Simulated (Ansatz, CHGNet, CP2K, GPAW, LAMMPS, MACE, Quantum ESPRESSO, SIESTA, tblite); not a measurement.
# CP2K on glassy 85GeO2-15Li2O (mol %) (78 atoms): settings against a plane-wave reference

Aim: run glassy 85GeO2-15Li2O (mol %) (78 atoms) in CP2K and see how near its forces come to a plane-wave reference, and at what cost.

Program: CP2K 2026.2. Level of theory: the method is named at each step. Values are calculated unless marked as measured.

### 1. The system as given

The cell holds 78 atoms: 22 Ge, 8 Li and 48 O. Its edges and angles: a = 10.316 Å, b = 10.316 Å, c = 10.316 Å, α = 90.0°, β = 90.0°, γ = 90.0°. 78 atoms (22 Ge, 8 Li, 48 O) placed at random at 3.6 g/cm³, melted at 4000 K for 10 ps at fixed volume with the Morse and Coulomb pair potential with partial charges (Pedone, Malavasi, Menziani, Cormack and Segre, J. Phys. Chem. B 110, 11780 (2006)). Quenched from 4000 K to 300 K at 10 K/ps and fixed volume, held 10 ps at zero pressure.

The yardstick, on the same geometry:

| Quantity | Value |
| --- | --- |
| method | Kohn-Sham DFT, PBE, PAW, plane waves (Ansatz 0.2.0); cutoff 420 eV, Γ point, fermi-dirac smearing of 0.05 eV; PAW set soft_2 |
| r.m.s. force component | 1.18 eV/Å |
| longest force | 4.805 eV/Å |
| pressure | 6.972 GPa |
| gap (highest filled to lowest empty level) | 1.041 eV |
| SCF cycles | 9 |
| time | 7 s on 8 threads of Arm Neoverse V2, shared host |
| CPU time | 51 s |

### 2. PBE, DZVP-MOLOPT-SR, 600/50 Ry, diagonalisation

Method: Kohn-Sham DFT, PBE, GTH-PBE pseudopotentials, Gaussian and plane waves, DZVP-MOLOPT-SR-GTH, diagonalisation.

input.inp reads:

```
&GLOBAL
  PROJECT cell
  RUN_TYPE ENERGY_FORCE
  PRINT_LEVEL LOW
&END GLOBAL
&FORCE_EVAL
  METHOD QS
  STRESS_TENSOR ANALYTICAL
  &DFT
    BASIS_SET_FILE_NAME BASIS_MOLOPT
    POTENTIAL_FILE_NAME GTH_POTENTIALS
    &MGRID
      CUTOFF 600
      REL_CUTOFF 50
      NGRIDS 5
    &END MGRID
    &QS
      EPS_DEFAULT 1.0E-12
    &END QS
    &SCF
      SCF_GUESS ATOMIC
      EPS_SCF 1.0E-06
      MAX_SCF 200
      ADDED_MOS 14
      &DIAGONALIZATION
        ALGORITHM STANDARD
      &END DIAGONALIZATION
      &SMEAR ON
        METHOD FERMI_DIRAC
        ELECTRONIC_TEMPERATURE [K] 580
      &END SMEAR
      &MIXING
        METHOD BROYDEN_MIXING
        ALPHA 0.3
        NBROYDEN 8
      &END MIXING
      &PRINT
        &RESTART OFF
        &END RESTART
      &END PRINT
    &END SCF
    &XC
      &XC_FUNCTIONAL PBE
      &END XC_FUNCTIONAL
    &END XC
    &PRINT
      &MULLIKEN ON
      &END MULLIKEN
      &LOWDIN ON
      &END LOWDIN
      &HIRSHFELD ON
      &END HIRSHFELD
      &MO ON
        EIGENVALUES T
        OCCUPATION_NUMBERS T
        MO_INDEX_RANGE 189 212
        &EACH
          QS_SCF 0
        &END EACH
        ADD_LAST NUMERIC
      &END MO
    &END PRINT
  &END DFT
  &SUBSYS
    &CELL
      A 10.31597 0.00000 0.00000
      B 0.00000 10.31597 0.00000
      C 0.00000 0.00000 10.31597
    &END CELL
    &TOPOLOGY
      COORD_FILE_NAME structure.xyz
      COORD_FILE_FORMAT XYZ
    &END TOPOLOGY
    &KIND Ge
      BASIS_SET DZVP-MOLOPT-SR-GTH-q4
      POTENTIAL GTH-PBE-q4
    &END KIND
    &KIND Li
      BASIS_SET DZVP-MOLOPT-SR-GTH-q3
      POTENTIAL GTH-PBE-q3
    &END KIND
    &KIND O
      BASIS_SET DZVP-MOLOPT-SR-GTH-q6
      POTENTIAL GTH-PBE-q6
    &END KIND
  &END SUBSYS
  &PRINT
    &FORCES ON
    &END FORCES
    &STRESS_TENSOR ON
    &END STRESS_TENSOR
  &END PRINT
&END FORCE_EVAL
```

structure.xyz reads:

```xyz
78

Ge 6.11985 7.14701 4.75515
Ge 9.15934 5.67275 4.16105
Ge 5.67007 7.94588 8.03067
Ge 2.05473 6.58066 4.61320
Ge 2.02637 1.77517 3.56664
Ge 0.33578 6.32678 9.59674
Ge 5.91611 10.29513 5.08505
Ge 2.46830 5.14808 1.57731
Ge 4.92619 3.07168 4.40347
Ge 2.65719 9.71909 5.82574
Ge 9.10776 0.00279 5.64737
Ge 9.95295 3.14524 6.45708
Ge 5.99337 0.93040 9.21474
Ge 2.45448 9.57962 1.53708
Ge 5.55257 5.28467 2.08290
Ge 9.22433 1.94435 9.37381
Ge 9.39940 2.84009 2.31263
Ge 9.57343 8.73907 2.65079
Ge 7.41615 5.58806 9.59530
Ge 0.94113 9.59251 8.75774
Ge 5.33418 3.81959 7.62649
Ge 2.25383 4.72482 7.16506
Li 3.57386 9.29820 8.91939
Li 8.51274 8.46601 9.85206
Li 3.56190 2.02688 0.97775
Li 6.07394 1.98675 2.12602
Li 3.69745 7.09223 0.19074
Li 9.65472 7.47836 6.11036
Li 5.53049 8.91320 2.14748
Li 7.38170 0.46597 1.19480
O 4.12257 5.48799 1.16962
O 5.47613 6.21279 3.54921
O 9.14614 4.42411 2.91839
O 1.30095 3.45523 6.65019
O 6.01927 8.87122 4.06810
O 5.64500 1.44712 4.26669
O 2.50946 8.15931 4.97106
O 3.83630 8.53028 1.60052
O 2.69783 0.79123 2.29355
O 9.56352 2.80708 0.55170
O 2.16604 9.69185 7.43843
O 1.11928 5.58238 8.20182
O 5.72165 7.54324 6.36660
O 6.57365 4.59453 8.47519
O 6.72220 5.46726 0.84147
O 5.48510 3.72489 2.94026
O 5.46798 2.17007 8.09659
O 2.36917 3.48061 1.45259
O 4.39285 10.11017 5.90094
O 8.51841 9.15429 1.29383
O 5.66285 9.64378 8.56989
O 9.66844 1.59021 5.86143
O 4.26390 7.40357 8.74825
O 2.39496 5.77375 3.19135
O 0.98920 8.94663 2.24506
O 10.21652 0.53674 9.13881
[... 18 atom lines left out ...]
O 3.69662 4.19932 7.90317
O 2.73889 5.74331 5.92044
O 0.24201 8.03284 9.23568
O 7.70737 1.23606 9.47811
```

Started as:

```sh
$ OMP_NUM_THREADS=2 cp2k.psmp -i input.inp > output.txt
```

What it wrote:

```text
CP2K| version string:                                       CP2K version 2026.2
 CP2K| Input file name                                                 input.inp
 GLOBAL| Basis set file name                                        BASIS_MOLOPT
 GLOBAL| Potential file name                                      GTH_POTENTIALS
 GLOBAL| Run type                                                   ENERGY_FORCE
 GLOBAL| Total number of message passing processes                             1
 GLOBAL| Number of threads for this process                                    2
 TOTAL NUMBERS AND MAXIMUM NUMBERS
  Total number of            - Atomic kinds:                                   3
                             - Atoms:                                         78
                             - Shell sets:                                    78
                             - Shells:                                       382
                             - Primitive Cartesian functions:                368
                             - Cartesian basis functions:                   1028
                             - Spherical basis functions:                    958
  Maximum angular momentum of- Orbital basis functions:                        2
                             - Local part of the GTH pseudopotential:          6
                             - Non-local part of the GTH pseudopotential:      4
 SCF PARAMETERS         Density guess:                                    ATOMIC
                        max_scf:                                             200
                        eps_scf:                                        1.00E-06
                        added MOs                                        14    0
                        Mixing method:                            BROYDEN_MIXING
                                                charge density mixing in g-space
                        Smear method:                                FERMI_DIRAC
                        Electronic temperature [K]:                        580.0
                        Electronic temperature [a.u.]:                  1.84E-03
                        Accuracy threshold:                             1.00E-10
 Extrapolation method: initial_guess
 Number of electrons:                                                        400
 Number of occupied orbitals:                                                200
 Number of molecular orbitals:                                               214
 Number of orbital functions:                                                958
 Number of independent orbital functions:                                    958
 SCF WAVEFUNCTION OPTIMIZATION
  Step     Update method      Time    Convergence         Total energy    Change
     1 NoMix/Diag. 0.30E+00    4.0     1.57739984      -917.7800269653 -9.18E+02
     2 Broy./Diag. 0.30E+00    5.2     0.31337405      -842.2963587242  7.55E+01
     3 Broy./Diag. 0.30E+00    5.2     0.10081467      -907.2352772394 -6.49E+01
     4 Broy./Diag. 0.30E+00    5.5     0.02465668      -918.1703435103 -1.09E+01
[...]
15 Broy./Diag. 0.30E+00    5.8     0.00000360      -916.4577868400 -1.09E-05
    16 Broy./Diag. 0.30E+00    5.8     0.00000095      -916.4578217384 -3.49E-05
  *** SCF run converged in    16 steps ***
  Electronic density on regular grids:       -400.0000000000        0.0000000000
  Core density on regular grids:              399.9999999996       -0.0000000004
  Total charge density on r-space grids:       -0.0000000004
  Total charge density g-space grids:          -0.0000000004
  Overlap energy of the core charge distribution:               3.03634e-05
  Self energy of the core charge distribution:              -2227.919015
  Core Hamiltonian energy:                                    622.218697
  Hartree energy:                                             901.454436
  Exchange-correlation energy:                               -212.211950
  Electronic entropic energy:                                  -2.11791e-05
  Fermi energy:                                                 0.099252
  Total energy:                                              -916.457822
  Total energy (extrapolated to T->0):                       -916.457811
 MO| EIGENVALUES AND OCCUPATION NUMBERS
 MO|
 MO|  Index      Eigenvalue [a.u.]        Eigenvalue [eV]             Occupation
 MO|    189               0.043458               1.182564               2.000000
 MO|    190               0.044475               1.210228               2.000000
 MO|    191               0.048144               1.310070               2.000000
[...]
MO|    211               0.240893               6.555021               0.000000
 MO|    212               0.247175               6.725973               0.000000
 MO| Sum:                                                             400.000000
 MO| E(Fermi):            0.099252 a.u.          2.700773 eV
 !-----------------------------------------------------------------------------!
                     Mulliken Population Analysis
 #  Atom  Element  Kind  Atomic population                           Net charge
       1     Ge       1          2.575040                              1.424960
       2     Ge       1          2.600432                              1.399568
       3     Ge       1          2.625702                              1.374298
[...]
# Total charge                            400.000000                 -0.000000
 !-----------------------------------------------------------------------------!
 !-----------------------------------------------------------------------------!
                           Hirshfeld Charges
  #Atom  Element  Kind  Ref Charge     Population                    Net charge
      1       Ge     1       4.000          3.299                         0.701
      2       Ge     1       4.000          3.297                         0.703
      3       Ge     1       4.000          3.309                         0.691
[...]
77       O      3       6.000          6.246                        -0.246
     78       O      3       6.000          6.257                        -0.257
  Total Charge                                                           -0.000
 !-----------------------------------------------------------------------------!
 LOWDIN POPULATION ANALYSIS
 #  Atom  Element  Kind  Atomic population                           Net charge
[...]
77     O        3          6.628551                             -0.628551
      78     O        3          6.608854                             -0.608854
 # Total charge                            400.000000                 -0.000000
 ENERGY| Total FORCE_EVAL ( QS ) energy [hartree]           -916.457859
 FORCES| Atomic forces [hartree/bohr]
 FORCES|   Atom     x               y               z               |f|
 FORCES|      1  6.55248936E-02  5.00679268E-02  1.85463801E-02   8.45238262E-02
 FORCES|      2  1.53919040E-02 -3.79478418E-03 -1.79966012E-03   1.59546191E-02
 FORCES|      3 -4.32600777E-03 -1.18145184E-02  1.29069162E-02   1.80245853E-02
[...]
FORCES|     77 -2.13443930E-02  3.33832378E-03 -1.06725134E-03   2.16302230E-02
 FORCES|     78 -4.17726948E-02 -3.56091163E-02  1.35743338E-02   5.65440512E-02
 FORCES| Sum     1.44525475E-03  6.02085113E-03  2.15506668E-03
 FORCES| Total atomic force                                       6.55619723E-03
 STRESS| Analytical stress tensor [bar]
 STRESS|                        x                   y                   z
 STRESS|      x        8.05718675417E+04   8.61525447820E+03  -6.56990782296E+03
 STRESS|      y        8.61525447820E+03   6.80232129013E+04  -5.18173778720E+03
 STRESS|      z       -6.56990782296E+03  -5.18173778720E+03   6.71780057694E+04
 STRESS| 1/3 Trace                                             7.19243620708E+04
```

Run time: 1.7 min. Hardware: 2 threads of Arm Neoverse V2, shared host; peak memory 3 GiB; 3.1 min of CPU time.

Banners and routine set-up lines are dropped from the logs; longer cuts are marked.

Against the reference:

| Quantity | Value |
| --- | --- |
| r.m.s. force component | 1.18 eV/Å |
| r.m.s. difference of force components | 93.93 meV/Å |
| longest difference of force vectors | 378.6 meV/Å |
| force difference over r.m.s. force | 7.959 % |
| slope of forces against the reference's | 0.9969 |
| correlation of force components | 0.9968 |
| gap (highest filled to lowest empty level) | 0.8089 eV |
| gap difference | -0.2323 eV |
| pressure | 7.192 GPa |
| pressure difference | 0.2204 GPa |

Length of the force difference by element (eV/Å):

```
element  atoms   mean  most
     Ge     22   0.18  0.38
     Li      8  0.074  0.14
      O     48   0.14  0.34
```

Levels nearest the highest filled one (eV from it): -1.11, -1.08, -0.98, -0.86, -0.76, -0.73, -0.69, -0.56, -0.41, -0.27, -0.15, 0.00, 0.81, 2.29, 2.58, 2.97, 3.09, 3.61, 3.78, 3.91, 4.09, 4.16, 4.26, 4.43.

Local excerpt of 11 atoms (numbers count through the whole input) about Li29, one of the 8 Li atoms; x, y, z are measured from there.

```
atom      x      y      z  distance (Å)  bonds  Mulliken charge (e)     Fx     Fy  Fz (eV/Å)
Li29   0.00   0.00   0.00          0.00      2                 0.61  -0.27  -0.19       0.31
 O38  -1.69  -0.38  -0.55          1.82      3                -0.86   0.08   0.01      -0.39
 O35   0.49  -0.04   1.92          1.98      3                -0.81  -0.08  -1.34      -1.83
Li30   1.85   1.87  -0.95          2.80      4                 0.51   1.88  -0.05       0.18
 O32  -0.05  -2.70   1.40          3.04      2                -0.69  -1.68  -0.57      -1.62
 O63  -0.21   2.59  -1.69          3.10      4                -0.87  -0.16  -0.33       1.51
 O50   2.99   0.24  -0.85          3.12      3                -0.89  -0.70   0.30      -0.27
 Ge1   0.59  -1.77   2.61          3.20      4                 1.43   3.37   2.57       0.95
Ge14  -3.08   0.67  -0.61          3.21      4                 1.41  -0.86  -2.37       1.22
Li27  -1.83  -1.82  -1.96          3.24      3                 0.56   0.37   0.59      -0.24
 Ge7   0.39   1.38   2.94          3.27      4                 1.40  -1.13  -0.74       0.38
```

Forces lie 8.0 % from the reference's, at 3.7 times its CPU time (on 2 against 8 cores).

### 3. PBE, SZV-MOLOPT-SR, 600/50 Ry, diagonalisation

Method: Kohn-Sham DFT, PBE, GTH-PBE pseudopotentials, Gaussian and plane waves, SZV-MOLOPT-SR-GTH, diagonalisation.

input.inp: that of step 2 with these lines changed.

```diff
@@ -50,4 +50,2 @@
       &END LOWDIN
-      &HIRSHFELD ON
-      &END HIRSHFELD
       &MO ON
@@ -69,8 +67,32 @@
     &END CELL
-    &TOPOLOGY
-      COORD_FILE_NAME structure.xyz
-      COORD_FILE_FORMAT XYZ
-    &END TOPOLOGY
+    &COORD
+      SCALED
+      Ge 0.59324 0.69281 0.46095
+      Ge 0.88788 0.54990 0.40336
+      Ge 0.54964 0.77025 0.77847
+      Ge 0.19918 0.63791 0.44719
+      Ge 0.19643 0.17208 0.34574
+      Ge 0.03255 0.61330 0.93028
+      Ge 0.57349 0.99798 0.49293
+      Ge 0.23927 0.49904 0.15290
+      Ge 0.47753 0.29776 0.42686
+      Ge 0.25758 0.94214 0.56473
+      Ge 0.88288 0.00027 0.54744
+      Ge 0.96481 0.30489 0.62593
+      Ge 0.58098 0.09019 0.89325
+      Ge 0.23793 0.92862 0.14900
+      Ge 0.53825 0.51228 0.20191
+      Ge 0.89418 0.18848 0.90867
+      Ge 0.91115 0.27531 0.22418
+      Ge 0.92802 0.84714 0.25696
+      Ge 0.71890 0.54169 0.93014
+      Ge 0.09123 0.92987 0.84895
+[... 54 atom lines left out ...]
+      O 0.35834 0.40707 0.76611
+      O 0.26550 0.55674 0.57391
+      O 0.02346 0.77868 0.89528
+      O 0.74713 0.11982 0.91878
+    &END COORD
     &KIND Ge
-      BASIS_SET DZVP-MOLOPT-SR-GTH-q4
+      BASIS_SET SZV-MOLOPT-SR-GTH-q4
       POTENTIAL GTH-PBE-q4
@@ -78,3 +100,3 @@
     &KIND Li
-      BASIS_SET DZVP-MOLOPT-SR-GTH-q3
+      BASIS_SET SZV-MOLOPT-SR-GTH-q3
       POTENTIAL GTH-PBE-q3
@@ -82,3 +104,3 @@
     &KIND O
-      BASIS_SET DZVP-MOLOPT-SR-GTH-q6
+      BASIS_SET SZV-MOLOPT-SR-GTH-q6
       POTENTIAL GTH-PBE-q6
```

Started as:

```sh
$ OMP_NUM_THREADS=1 cp2k.psmp -i input.inp > output.txt
```

What it wrote:

```text
CP2K| version string:                                       CP2K version 2026.2
 CP2K| Input file name                                                 input.inp
 GLOBAL| Basis set file name                                        BASIS_MOLOPT
 GLOBAL| Potential file name                                      GTH_POTENTIALS
 GLOBAL| Run type                                                   ENERGY_FORCE
 GLOBAL| Total number of message passing processes                             1
 GLOBAL| Number of threads for this process                                    1
 TOTAL NUMBERS AND MAXIMUM NUMBERS
  Total number of            - Atomic kinds:                                   3
                             - Atoms:                                         78
[... lines left out ...]
                        Smear method:                                FERMI_DIRAC
[... lines left out ...]
 Number of electrons:                                                        400
[... lines left out ...]
  Step     Update method      Time    Convergence         Total energy    Change
[... lines left out ...]
  *** SCF run converged in    22 steps ***
[... lines left out ...]
  Fermi energy:                                                 0.157762
  Total energy:                                              -913.131187
  Total energy (extrapolated to T->0):                       -913.130331
[... lines left out ...]
 MO| E(Fermi):            0.157762 a.u.          4.292909 eV
[... lines left out ...]
       1     Ge       1          2.497230                              1.502770
       2     Ge       1          2.560779                              1.439221
       3     Ge       1          2.596406                              1.403594
[...]
# Total charge                            400.000000                 -0.000000
 !-----------------------------------------------------------------------------!
 LOWDIN POPULATION ANALYSIS
 #  Atom  Element  Kind  Atomic population                           Net charge
[...]
77     O        3          6.644370                             -0.644370
      78     O        3          6.658455                             -0.658455
 # Total charge                            400.000000                  0.000000
 ENERGY| Total FORCE_EVAL ( QS ) energy [hartree]           -913.131187
 FORCES| Atomic forces [hartree/bohr]
 FORCES|   Atom     x               y               z               |f|
 FORCES|      1  6.03343310E-02  5.35352159E-02  2.81647750E-02   8.54371429E-02
 FORCES|      2  1.36577949E-02 -1.36719615E-02  4.44709642E-04   1.93301749E-02
 FORCES|      3 -6.13865326E-03 -8.46440534E-03  2.90526113E-05   1.04561018E-02
[...]
FORCES|     77 -3.00171697E-02  4.49778598E-03  1.23349949E-03   3.03773283E-02
 FORCES|     78 -4.45507560E-02 -3.96538220E-02  2.02086654E-02   6.29728959E-02
 FORCES| Sum     4.11690547E-03  7.57899197E-03  3.21283043E-03
 FORCES| Total atomic force                                       9.20392901E-03
 STRESS| Analytical stress tensor [bar]
 STRESS|                        x                   y                   z
 STRESS|      x        1.80009846666E+05   8.43360432928E+03  -1.78101018638E+03
 STRESS|      y        8.43360432928E+03   1.62715683357E+05  -1.38786962769E+03
 STRESS|      z       -1.78101018638E+03  -1.38786962769E+03   1.63620255847E+05
 STRESS| 1/3 Trace                                             1.68781928624E+05
```

It took 2.4 min on 1 thread; peak memory 2.7 GiB.

Against the reference:

```
r.m.s. force component                  : 1.436 eV/Å
r.m.s. difference of force components   : 371.1 meV/Å
longest difference of force vectors     : 1439 meV/Å
force difference over r.m.s. force      : 31.44 %
slope of forces against the reference's : 1.191
correlation of force components         : 0.9787
pressure                                : 16.88 GPa
pressure difference                     : 9.906 GPa
```

This is a coarse setting, run to see what it loses.

Against the first run (8.0 %), the force difference from the reference is 31 %, at 0.76 times the CPU time (on 1 against 2 cores), with 296 basis functions against 958: the smaller basis costs accuracy.

(Continued in part 2 of 3.)

[Long decimals in the printed logs are rounded to 6 places.]

[Also dropped from logs without a mark: lines with file paths, logging warnings of Python, QE's lines on negative density and diagonalisation, SIESTA's first energy breakdown, zero terms and Voronoi charges.]

[Logs are printed without paths, hosts, clocks, repeated set-up lines and the standing remarks that a program may print on its own settings, such as how far it seeks lower states.]

[Hosts, paths, dates, database ids (printed as entryN), source tags and the programs' standing remarks are cut or masked in the printed files.]

[Most failed runs of this program on this cell are left out, timed-out ones always.]
